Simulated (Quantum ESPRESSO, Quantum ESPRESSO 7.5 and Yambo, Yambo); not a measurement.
# A GW chain in Yambo: PtS2 (1T monolayer)

Aim: the G0W0 gap of PtS2 (1T monolayer) on PBE, step by step.

Program: Quantum ESPRESSO 7.5 and Yambo 5.3.0. Level of theory: PBE and many-body steps on it, plane waves. Results are calculated unless marked as measured.

## 1. Set-up

The cell holds 3 atoms: 1 Pt and 2 S. Cell: a = 3.574 Å, b = 3.574 Å, c = 15.000 Å, α = 90.0°, β = 90.0°, γ = 120.0°. Vacuum lies along c.

The structure was relaxed with PBE. The runs that relaxed it are not among those shown. Spin-orbit coupling is left out unless a step names it.

## 2. Ground state

This step: Quantum ESPRESSO 7.5; DFT, PBE, plane waves, norm-conserving pseudopotentials.

The ground-state density comes first.

Input file pw.in:

```
&control
  calculation = 'scf'
  prefix = 'x'
  outdir = 'o'
  pseudo_dir = 'pseudo'
/
&system
  ibrav = 0
  nat = 3
  ntyp = 2
  ecutwfc = 76.0
  nbnd = 20
  force_symmorphic = .true.
/
&electrons
  conv_thr = 1e-10
  electron_maxstep = 80
  mixing_beta = 0.5
/
ATOMIC_SPECIES
  Pt 195.08 Pt.upf
  S 32.06 S.upf
CELL_PARAMETERS angstrom
  3.5735303948 0.0000000003 0.0000000000
  -1.7867651977 3.0947681030 0.0000000000
  0.0000000000 0.0000000000 15.0000000000
ATOMIC_POSITIONS crystal
  Pt 0.0000000000 0.0000000000 0.5000000000
  S 0.3333333333 0.6666666667 0.5818569216
  S 0.6666666667 0.3333333333 0.4181430784
K_POINTS automatic
  12 12 1 0 0 0
```

Started as:

```console
OMP_NUM_THREADS=1 mpirun -n 16 pw.x -nk 8 -in pw.in > pw.out
```

The log of the run:

```text
Program PWSCF v.7.5 starts

     This program is part of the open-source Quantum ESPRESSO suite
     for quantum simulation of materials; please cite
         "P. Giannozzi et al., J. Phys.:Condens. Matter 21 395502 (2009);
         "P. Giannozzi et al., J. Phys.:Condens. Matter 29 465901 (2017);
         "P. Giannozzi et al., J. Chem. Phys. 152 154105 (2020);
     in publications or presentations arising from this work. More details at
     Message from routine setup:
     using ibrav=0 with symmetry is DISCOURAGED, use correct ibrav instead

     bravais-lattice index     =            0
     lattice parameter (alat)  =       6.7530  a.u.
     unit-cell volume          =    1119.4726 (a.u.)^3
     number of atoms/cell      =            3
     number of atomic types    =            2
     number of electrons       =        30.00
     number of Kohn-Sham states=           20
     kinetic-energy cutoff     =      76.0000  Ry
     charge density cutoff     =     304.0000  Ry
     scf convergence threshold =      1.0E-10
     mixing beta               =       0.5000
     number of iterations used =            8  plain     mixing
     Exchange-correlation= PBE
                           (   1   4   3   4   0   0   0)

     celldm(1)=   6.752994  celldm(2)=   0.000000  celldm(3)=   0.000000
     celldm(4)=   0.000000  celldm(5)=   0.000000  celldm(6)=   0.000000

     crystal axes: (cart. coord. in units of alat)
               a(1) = (   1.000000   0.000000   0.000000 )
               a(2) = (  -0.500000   0.866025   0.000000 )
               a(3) = (   0.000000   0.000000   4.197530 )

     reciprocal axes: (cart. coord. in units 2 pi/alat)
               b(1) = (  1.000000  0.577350 -0.000000 )
               b(2) = ( -0.000000  1.154701  0.000000 )
               b(3) = (  0.000000 -0.000000  0.238235 )
     Pseudo is Norm-conserving + core correction, Zval = 18.0
     Generated using ONCVPSP code by D. R. Hamann
     Using radial grid of 1374 points,  8 beta functions with:
     Pseudo is Norm-conserving + core correction, Zval =  6.0
     Generated using ONCVPSP code by D. R. Hamann
     Using radial grid of 1146 points,  6 beta functions with:
     Pt               18.00   195.08000     Pt( 1.00)
     S                 6.00    32.06000     S ( 1.00)

     12 Sym. Ops., with inversion, found

   Cartesian axes

     site n.     atom                  positions (alat units)
         1        Pt     tau(   1) = (   0.0000000   0.0000000   2.0987649  )
         2        S      tau(   2) = (  -0.0000000   0.5773503   2.4423617  )
         3        S      tau(   3) = (   0.5000000   0.2886751   1.7551680  )

     number of k points=    19
                       cart. coord. in units 2pi/alat
        k(    1) = (   0.0000000   0.0000000   0.0000000), wk =   0.0138889
        k(    2) = (  -0.0000000   0.0962250   0.0000000), wk =   0.0833333
        k(    3) = (  -0.0000000   0.1924501   0.0000000), wk =   0.0833333
        k(    4) = (  -0.0000000   0.2886751   0.0000000), wk =   0.0833333
        k(    5) = (  -0.0000000   0.3849002   0.0000000), wk =   0.0833333
        k(    6) = (  -0.0000000   0.4811252   0.0000000), wk =   0.0833333
        k(    7) = (   0.0000000  -0.5773503   0.0000000), wk =   0.0416667
        k(    8) = (   0.0833333   0.1443376   0.0000000), wk =   0.0833333
        k(    9) = (   0.0833333   0.2405626   0.0000000), wk =   0.1666667
        k(   10) = (   0.0833333   0.3367877   0.0000000), wk =   0.1666667
     [... 7 further rows ...]
        k(   18) = (   0.2500000   0.5292377   0.0000000), wk =   0.1666667
        k(   19) = (   0.3333333   0.5773503   0.0000000), wk =   0.0277778

     Dense  grid:   100255 G-vectors     FFT dimensions: (  40,  40, 160)

     Initial potential from superposition of free atoms

     starting charge      29.9998, renormalised to      30.0000
     Starting wfcs are   18 randomized atomic wfcs +    2 random wfcs

     per-process dynamical memory:    38.8 Mb

     Self-consistent Calculation

     iteration #  1     ecut=    76.00 Ry     beta= 0.50

     total energy              =    -305.18141473 Ry
     estimated scf accuracy    <       0.49957419 Ry

     iteration #  2     ecut=    76.00 Ry     beta= 0.50

     total energy              =    -305.29415058 Ry
     estimated scf accuracy    <       0.77657052 Ry

     iteration #  3     ecut=    76.00 Ry     beta= 0.50

     total energy              =    -305.41133849 Ry
     estimated scf accuracy    <       0.00573022 Ry

     iteration #  4     ecut=    76.00 Ry     beta= 0.50

     total energy              =    -305.41226207 Ry
     estimated scf accuracy    <       0.00171648 Ry

     iteration #  5     ecut=    76.00 Ry     beta= 0.50

     total energy              =    -305.41252308 Ry
     estimated scf accuracy    <       0.00001152 Ry

     iteration #  6     ecut=    76.00 Ry     beta= 0.50

     total energy              =    -305.41253198 Ry
     estimated scf accuracy    <       0.00000046 Ry

     iteration #  7     ecut=    76.00 Ry     beta= 0.50

     total energy              =    -305.41253215 Ry
     estimated scf accuracy    <       0.00000008 Ry

     iteration #  8     ecut=    76.00 Ry     beta= 0.50

     total energy              =    -305.41253216 Ry
     estimated scf accuracy    <       0.00000001 Ry

     iteration #  9     ecut=    76.00 Ry     beta= 0.50

     total energy              =    -305.41253217 Ry
     estimated scf accuracy    <          8.6E-10 Ry

     iteration # 10     ecut=    76.00 Ry     beta= 0.50

     total energy              =    -305.41253217 Ry
     estimated scf accuracy    <          1.4E-10 Ry

     iteration # 11     ecut=    76.00 Ry     beta= 0.50

     End of self-consistent calculation

          k = 0.0000 0.0000 0.0000 ( 12619 PWs)   bands (ev):

   -99.5270 -53.6730 -53.6730 -53.5680 -14.8772 -12.6541  -6.4167  -6.4167
    -6.0352  -3.7253  -3.7253  -1.6633  -1.5514  -1.1800  -1.1800   2.3042
     2.3042   4.4767   4.9648   5.4783

          k =-0.0000 0.0962 0.0000 ( 12571 PWs)   bands (ev):

   -99.5270 -53.6743 -53.6733 -53.5678 -14.7917 -12.6754  -6.4046  -6.3626
    -5.9577  -3.8585  -3.7978  -2.0739  -1.4183  -1.1376  -0.9849   1.8855
     2.1884   4.6782   5.1941   5.7633

          k =-0.0000 0.1925 0.0000 ( 12560 PWs)   bands (ev):

   -99.5269 -53.6779 -53.6743 -53.5673 -14.5457 -12.7340  -6.3531  -6.2172
    -5.7404  -4.2973  -3.9446  -2.6018  -1.1482  -1.1168  -0.9172   1.1476
     1.9722   5.1528   5.5708   5.9812

          k =-0.0000 0.2887 0.0000 ( 12528 PWs)   bands (ev):

     [... further k-points ...]

     highest occupied, lowest unoccupied level (ev):    -0.8916    0.8753

!    total energy              =    -305.41253217 Ry
     estimated scf accuracy    <          1.1E-11 Ry

     The total energy is the sum of the following terms:
     one-electron contribution =    -938.54024731 Ry
     hartree contribution      =     468.67556313 Ry
     xc contribution           =     -60.14721995 Ry
     ewald contribution        =     224.59937196 Ry

     convergence has been achieved in  11 iterations

     XML data file, charge density, pseudopotentials, collected wavefunctions

=------------------------------------------------------------------------------=
   JOB DONE.
=------------------------------------------------------------------------------=
```

It took 8.2 s on 16 MPI ranks of Arm Neoverse V2, shared host; peak memory 1.3 GiB; 2.2 min of CPU time.

Numbers from this step:

| Item | Value |
| --- | --- |
| total energy | -4155.3492 eV |
| gap | 1.767 eV |
| k of the valence top | 0.1667, 0.1667, 0 |
| k of the conduction bottom | 0, 0.25, 0 |
| least direct gap | 1.907 eV |

The gap is indirect, with the least direct gap 0.14 eV higher.

## 3. Bands along the symmetry lines

The cheap functional maps the bands first; the places of the edges decide which points the dearer methods must see.

Input file pw.in:

```
&control
  calculation = 'bands'
  prefix = 'x'
  outdir = 'o'
  pseudo_dir = 'pseudo'
/
&system
  ibrav = 0
  nat = 3
  ntyp = 2
  ecutwfc = 76.0
  nbnd = 21
  force_symmorphic = .true.
/
&electrons
  conv_thr = 1e-9
  electron_maxstep = 80
  diago_full_acc = .true.
  diago_thr_init = 5e-6
/
ATOMIC_SPECIES
  Pt 195.08 Pt.upf
  S 32.06 S.upf
CELL_PARAMETERS angstrom
  3.5735303948 0.0000000003 0.0000000000
  -1.7867651977 3.0947681030 0.0000000000
  0.0000000000 0.0000000000 15.0000000000
ATOMIC_POSITIONS crystal
  Pt 0.0000000000 0.0000000000 0.5000000000
  S 0.3333333333 0.6666666667 0.5818569216
  S 0.6666666667 0.3333333333 0.4181430784
K_POINTS crystal
  25
  0.00000000 0.00000000 0.00000000 1
  0.06250000 0.00000000 0.00000000 1
  0.12500000 0.00000000 0.00000000 1
  0.18750000 0.00000000 0.00000000 1
  0.25000000 0.00000000 0.00000000 1
  0.31250000 0.00000000 0.00000000 1
  0.37500000 0.00000000 0.00000000 1
  0.43750000 0.00000000 0.00000000 1
  0.50000000 0.00000000 0.00000000 1
  0.47916667 0.04166667 0.00000000 1
  0.45833333 0.08333333 0.00000000 1
  0.43750000 0.12500000 0.00000000 1
  0.41666666 0.16666666 0.00000000 1
  0.39583333 0.20833333 0.00000000 1
  0.37500000 0.25000000 0.00000000 1
  0.35416666 0.29166666 0.00000000 1
  0.33333333 0.33333333 0.00000000 1
  0.29166666 0.29166666 0.00000000 1
  0.25000000 0.25000000 0.00000000 1
  0.20833333 0.20833333 0.00000000 1
  0.16666666 0.16666666 0.00000000 1
  0.12500000 0.12500000 0.00000000 1
  0.08333333 0.08333333 0.00000000 1
  0.04166667 0.04166667 0.00000000 1
  0.00000000 0.00000000 0.00000000 1
```

Started as:

```console
OMP_NUM_THREADS=1 mpirun -n 16 pw.x -nk 16 -in pw.in > pw.out
```

The log of the run:

```text
[banner, memory and clock lines left out]
Program PWSCF v.7.5 starts

     Atomic positions and unit cell read from directory:
     o/x.save/

     Message from routine setup:
     using ibrav=0 with symmetry is DISCOURAGED, use correct ibrav instead

     G-vector sticks info

     bravais-lattice index     =            0
     lattice parameter (alat)  =       6.7530  a.u.
     unit-cell volume          =    1119.4726 (a.u.)^3
     number of atoms/cell      =            3
     number of atomic types    =            2
     number of electrons       =        30.00
     number of Kohn-Sham states=           21
     kinetic-energy cutoff     =      76.0000  Ry
     charge density cutoff     =     304.0000  Ry
     Exchange-correlation= PBE
                           (   1   4   3   4   0   0   0)

     celldm(1)=   6.752994  celldm(2)=   0.000000  celldm(3)=   0.000000
     celldm(4)=   0.000000  celldm(5)=   0.000000  celldm(6)=   0.000000

     crystal axes: (cart. coord. in units of alat)
               a(1) = (   1.000000   0.000000   0.000000 )
               a(2) = (  -0.500000   0.866025   0.000000 )
               a(3) = (   0.000000   0.000000   4.197530 )

     reciprocal axes: (cart. coord. in units 2 pi/alat)
               b(1) = (  1.000000  0.577350 -0.000000 )
               b(2) = ( -0.000000  1.154701  0.000000 )
               b(3) = (  0.000000 -0.000000  0.238235 )
     Pseudo is Norm-conserving + core correction, Zval = 18.0
     Generated using ONCVPSP code by D. R. Hamann
     Using radial grid of 1374 points,  8 beta functions with:
     Pseudo is Norm-conserving + core correction, Zval =  6.0
     Generated using ONCVPSP code by D. R. Hamann
     Using radial grid of 1146 points,  6 beta functions with:
     Pt               18.00   195.08000     Pt( 1.00)
     S                 6.00    32.06000     S ( 1.00)

     12 Sym. Ops., with inversion, found

   Cartesian axes

     site n.     atom                  positions (alat units)
         1        Pt     tau(   1) = (   0.0000000   0.0000000   2.0987649  )
         2        S      tau(   2) = (  -0.0000000   0.5773503   2.4423617  )
         3        S      tau(   3) = (   0.5000000   0.2886751   1.7551680  )

     number of k points=    25
                       cart. coord. in units 2pi/alat
        k(    1) = (   0.0000000   0.0000000   0.0000000), wk =   0.0800000
        k(    2) = (   0.0625000   0.0360844   0.0000000), wk =   0.0800000
        k(    3) = (   0.1250000   0.0721688   0.0000000), wk =   0.0800000
[...]
[... 13 further rows ...]
        k(   24) = (   0.0416667   0.0721688   0.0000000), wk =   0.0800000
        k(   25) = (   0.0000000   0.0000000   0.0000000), wk =   0.0800000

     Dense  grid:   100255 G-vectors     FFT dimensions: (  40,  40, 160)

     The potential is recalculated from file :
     o/x.save/charge-density

     Starting wfcs are   18 randomized atomic wfcs +    3 random wfcs

     Band Structure Calculation

     End of band structure calculation

          k = 0.0000 0.0000 0.0000 ( 12619 PWs)   bands (ev):

   -99.5269 -53.6730 -53.6730 -53.5679 -14.8772 -12.6541  -6.4166  -6.4166
    -6.0351  -3.7253  -3.7252  -1.6633  -1.5514  -1.1800  -1.1800   2.3042
     2.3042   4.4767   4.9648   5.4783   5.8051

          k = 0.0625 0.0361 0.0000 ( 12589 PWs)   bands (ev):

   -99.5269 -53.6737 -53.6731 -53.5678 -14.8289 -12.6662  -6.4102  -6.3859
[...]
2.2358   4.5936   5.1105   5.6432   5.9025

          k = 0.1250 0.0722 0.0000 ( 12568 PWs)   bands (ev):

[...]
2.0775   4.8949   5.3757   5.9942   6.1831

[...]
k = 0.0417 0.0722 0.0000 ( 12589 PWs)   bands (ev):

[...]
2.2061   4.6308   5.1489   5.6994   5.9343

          k = 0.0000 0.0000 0.0000 ( 12619 PWs)   bands (ev):

   -99.5269 -53.6730 -53.6730 -53.5679 -14.8772 -12.6541  -6.4166  -6.4166
    -6.0351  -3.7253  -3.7252  -1.6633  -1.5514  -1.1800  -1.1800   2.3042
     2.3042   4.4767   4.9648   5.4783   5.8051

     XML data file, pseudopotentials, collected wavefunctions
```

Wall time 4 s (16 MPI ranks); peak memory 1.6 GiB.

This step gave:

| Item | Value |
| --- | --- |
| gap | 1.767 eV |
| k of the valence top | 0.1667, 0.1667, 0 |
| k of the conduction bottom | 0.25, 0, 0 |
| least direct gap | 1.907 eV |

The gap is 1.767 eV, as in the run before at this level.

The electronic bands at the labelled points (eV, zero at the top of the highest filled band):

```csv
point,band 12,band 13,band 14,band 15,band 16,band 17,band 18,band 19
Γ,-0.77,-0.66,-0.29,-0.29,3.20,3.20,5.37,5.86
halfway,-2.00,-0.42,-0.41,-0.14,1.77,2.76,6.19,6.69
M,-2.10,-2.02,-1.67,-1.37,2.79,2.98,5.52,6.76
halfway,-2.23,-2.19,-1.09,-0.75,2.30,2.60,6.21,7.82
K,-2.44,-2.23,-0.71,-0.71,2.15,2.15,6.86,8.97
halfway,-2.05,-0.80,-0.48,0.00,2.10,2.14,6.84,7.06
Γ,-0.77,-0.66,-0.29,-0.29,3.20,3.20,5.37,5.86
```

## 4. Empty states on the mesh, 6×6×1 mesh, 128 bands

The sums over transitions need many empty states on a uniform mesh; this step solves for them.

Input file pw.in:

```
&control
  calculation = 'nscf'
  prefix = 'x'
  outdir = 'o'
  pseudo_dir = 'pseudo'
/
&system
  ibrav = 0
  nat = 3
  ntyp = 2
  ecutwfc = 76.0
  nbnd = 128
  force_symmorphic = .true.
/
&electrons
  conv_thr = 1e-9
  electron_maxstep = 80
  diago_full_acc = .true.
  diago_thr_init = 5e-6
/
ATOMIC_SPECIES
  Pt 195.08 Pt.upf
  S 32.06 S.upf
CELL_PARAMETERS angstrom
  3.5735303948 0.0000000003 0.0000000000
  -1.7867651977 3.0947681030 0.0000000000
  0.0000000000 0.0000000000 15.0000000000
ATOMIC_POSITIONS crystal
  Pt 0.0000000000 0.0000000000 0.5000000000
  S 0.3333333333 0.6666666667 0.5818569216
  S 0.6666666667 0.3333333333 0.4181430784
K_POINTS automatic
  6 6 1 0 0 0
```

Started as:

```console
OMP_NUM_THREADS=1 mpirun -n 16 pw.x -nk 4 -in pw.in > pw.out
```

The log of the run:

```text
[banner, memory and clock lines left out]
Program PWSCF v.7.5 starts

     Atomic positions and unit cell read from directory:
     o/x.save/

     Message from routine setup:
     using ibrav=0 with symmetry is DISCOURAGED, use correct ibrav instead

     bravais-lattice index     =            0
     lattice parameter (alat)  =       6.7530  a.u.
     unit-cell volume          =    1119.4726 (a.u.)^3
     number of atoms/cell      =            3
     number of atomic types    =            2
     number of electrons       =        30.00
     number of Kohn-Sham states=          128
     kinetic-energy cutoff     =      76.0000  Ry
     charge density cutoff     =     304.0000  Ry
     Exchange-correlation= PBE
                           (   1   4   3   4   0   0   0)

     celldm(1)=   6.752994  celldm(2)=   0.000000  celldm(3)=   0.000000
     celldm(4)=   0.000000  celldm(5)=   0.000000  celldm(6)=   0.000000

     crystal axes: (cart. coord. in units of alat)
               a(1) = (   1.000000   0.000000   0.000000 )
               a(2) = (  -0.500000   0.866025   0.000000 )
               a(3) = (   0.000000   0.000000   4.197530 )

     reciprocal axes: (cart. coord. in units 2 pi/alat)
               b(1) = (  1.000000  0.577350 -0.000000 )
               b(2) = ( -0.000000  1.154701  0.000000 )
               b(3) = (  0.000000 -0.000000  0.238235 )
     Pseudo is Norm-conserving + core correction, Zval = 18.0
     Generated using ONCVPSP code by D. R. Hamann
     Using radial grid of 1374 points,  8 beta functions with:
     Pseudo is Norm-conserving + core correction, Zval =  6.0
     Generated using ONCVPSP code by D. R. Hamann
     Using radial grid of 1146 points,  6 beta functions with:
     Pt               18.00   195.08000     Pt( 1.00)
     S                 6.00    32.06000     S ( 1.00)

     12 Sym. Ops., with inversion, found

   Cartesian axes

     site n.     atom                  positions (alat units)
         1        Pt     tau(   1) = (   0.0000000   0.0000000   2.0987649  )
         2        S      tau(   2) = (  -0.0000000   0.5773503   2.4423617  )
         3        S      tau(   3) = (   0.5000000   0.2886751   1.7551680  )

     number of k points=     7
                       cart. coord. in units 2pi/alat
        k(    1) = (   0.0000000   0.0000000   0.0000000), wk =   0.0555556
        k(    2) = (  -0.0000000   0.1924501   0.0000000), wk =   0.3333333
        k(    3) = (  -0.0000000   0.3849002   0.0000000), wk =   0.3333333
        k(    4) = (   0.0000000  -0.5773503   0.0000000), wk =   0.1666667
        k(    5) = (   0.1666667   0.2886751   0.0000000), wk =   0.3333333
        k(    6) = (   0.1666667   0.4811252   0.0000000), wk =   0.6666667
        k(    7) = (   0.3333333   0.5773503   0.0000000), wk =   0.1111111

     Dense  grid:   100255 G-vectors     FFT dimensions: (  40,  40, 160)

     The potential is recalculated from file :
     o/x.save/charge-density

     Starting wfcs are   18 randomized atomic wfcs +  110 random wfcs

     Band Structure Calculation

     End of band structure calculation

          k = 0.0000 0.0000 0.0000 ( 12619 PWs)   bands (ev):

   -99.5269 -53.6730 -53.6730 -53.5679 -14.8772 -12.6541  -6.4166  -6.4166
    -6.0351  -3.7253  -3.7253  -1.6633  -1.5514  -1.1800  -1.1800   2.3042
     2.3042   4.4767   4.9648   5.4783   5.8051   7.4457   7.8606   7.8606
[...]
[... 4 further rows ...]
[...]
k =-0.0000 0.1925 0.0000 ( 12560 PWs)   bands (ev):

[...]
[... 4 further rows ...]
[...]
k =-0.0000 0.3849 0.0000 ( 12540 PWs)   bands (ev):

[...]
[... 4 further rows ...]
    40.0587  40.2973  40.6196  40.9871  41.0874  41.5332  41.7882  42.1333
    42.3609  42.7108  42.8362  42.9108  43.1728  43.6808  44.1199  44.2730

          k = 0.0000-0.5774 0.0000 ( 12518 PWs)   bands (ev):

     [... further k-points ...]

     highest occupied, lowest unoccupied level (ev):    -0.8916    1.1476

     XML data file, pseudopotentials, collected wavefunctions
```

Elapsed: 10 s, on 16 MPI ranks; peak memory 1.3 GiB; 2.7 min of CPU time.

Numbers from this step:

```
gap                                                           : 2.039 eV
k of the valence top                                          : 0.1667, 0.1667, 0
k of the conduction bottom                                    : 0, 0.1667, 0
least direct gap                                              : 2.065 eV
k points computed                                             : 7
lowest point of the top converged band, above the valence top : 44.48 eV
```

On this mesh the gap is 2.039 eV. The earlier step found 1.767 eV, so this mesh misses an edge.

(Part 1 of 2 ends here.)

[Paths, hosts, dates, memory and timing lines, banners, echoed tables and standing remarks are left out of the program output.]

[Logs are printed without paths, hosts, clocks, repeated set-up lines and the standing remarks that a program may print on its own settings, such as how far it seeks lower states.]

[Runs of the session that timed out or met a known fault of the program may be left out.]

[Hosts, paths, dates, database ids (printed as entryN), source tags and the programs' standing remarks are cut or masked in the printed files.]
